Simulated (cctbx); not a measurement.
## What is wrong with this refinement?

Cell a = 4.3160 Å, b = 8.6970 Å, c = 16.0390 Å, α = 90.00°, β = 90.00°, γ = 90.00°; space group Immm (no. 71). The compound is ScGe2W.

Simulated single-crystal data (cctbx): Mo Kα, λ = 0.71073 Å, to d = 0.65 Å, 80 % of the full sphere, strongest reflection 40000 counts, noise from counting, a 6 % proportional error and a noise floor of 15 counts (s.d.); no absorption.

An anisotropic refinement with weights 1/σ² prints:

```text
Rint 0.046, 692 unique reflections to 0.65 A
cycle     R1     wR2    GooF  max shift (A)
   1  0.1487  0.3728   8.814   0.04313
   3  0.1417  0.3415   8.074   0.00014
final R1 0.1417 wR2 0.3415 GooF 8.074  parameters 24  data/parameter 28.8
atom        x        y        z      Ueq    occ   su(xyz)  su(Uiso or U11)
W1     0.00000  0.25084  0.64725   0.0006  1.000  0.00018  0.0008
Ge1    0.00000  0.15696  0.79570   0.0028  1.000  0.00054  0.0015  NPD
Ge2    0.00000  0.00000  0.57743   0.0042  1.000  0.00040  0.0025
Ge3    0.00000  0.50000  0.57480   0.0042  1.000  0.00041  0.0023
Sc1    0.00000  0.25758  0.00000   0.0051  1.000  0.00141  0.0041
difference map: max 96.42 min -19.30 rms 3.20
Q1    0.0000  0.5000  0.2058    4   99.84  2.93 A from Ge1
Q2    0.0000  0.2493  0.3563    8   32.48  0.06 A from W1
Q3    0.0000  0.0000  0.4219    4   27.93  0.01 A from Ge2
Q4    0.0000  0.3898  0.2089    8   19.73  2.03 A from Ge1
Q5    0.0000  0.2547  0.0000    4   18.74  0.02 A from Sc1
Q6    0.0000  0.1412  0.2048    8   17.69  0.14 A from Ge1
```

Q: Accept it or mend it, and why?

Mend it. The fault: an atom left out, Sc at (1/2, 0, 0.7061). Against the right model at the same level, R1 goes from 0.0162 to 0.1417 and GooF from 0.91 to 8.07, the top difference peak, 99.8 e/Å³, lies 2.93 Å from Ge1 and Ge1 goes non-positive-definite. Q1 is the missing atom. With scattering power missing, scale and phases suffer, so peaks may also grow on the heavy atoms.

The compound is ScGe2W. The right model at the same level gives:

```text
Rint 0.046, 692 unique reflections to 0.65 A
cycle     R1     wR2    GooF  max shift (A)
   1  0.0173  0.0427   1.012   0.00059
   2  0.0162  0.0384   0.911   0.00000
final R1 0.0162 wR2 0.0384 GooF 0.911  parameters 28  data/parameter 24.7
atom        x        y        z      Ueq    occ   su(xyz)  su(Uiso or U11)
W1     0.00000  0.25068  0.64718   0.0029  1.000  0.00002  0.0001
Ge1    0.00000  0.15190  0.79594   0.0046  1.000  0.00005  0.0002
Ge2    0.00000  0.00000  0.57819   0.0049  1.000  0.00005  0.0003
Ge3    0.00000  0.50000  0.57437   0.0041  1.000  0.00004  0.0003
Sc1    0.50000  0.00000  0.70598   0.0043  1.000  0.00008  0.0004
Sc2    0.00000  0.25610  0.00000   0.0051  1.000  0.00013  0.0004
difference map: max 2.19 min -2.29 rms 0.43
Q1    0.0000  0.1262  0.4225    8    2.24  1.10 A from Ge2
Q2    0.0000  0.3513  0.0312    8    2.18  0.97 A from Sc2
Q3    0.0000  0.5000  0.0340    4    1.76  2.19 A from Sc2
Q4    0.0000  0.0000  0.0000    2    1.58  2.23 A from Sc2
Q5    0.0000  0.4202  0.1884    8    1.55  0.75 A from Sc1
Q6    0.0000  0.1402  0.3690    8    1.54  1.00 A from W1
```

This is a model crystal, built by substitution and not relaxed, with assumed displacement parameters.

[Middle refinement cycles are left out of these outputs.]

[Logs are printed without paths, hosts, clocks, repeated set-up lines and the standing remarks that a program may print on its own settings, such as how far it seeks lower states.]
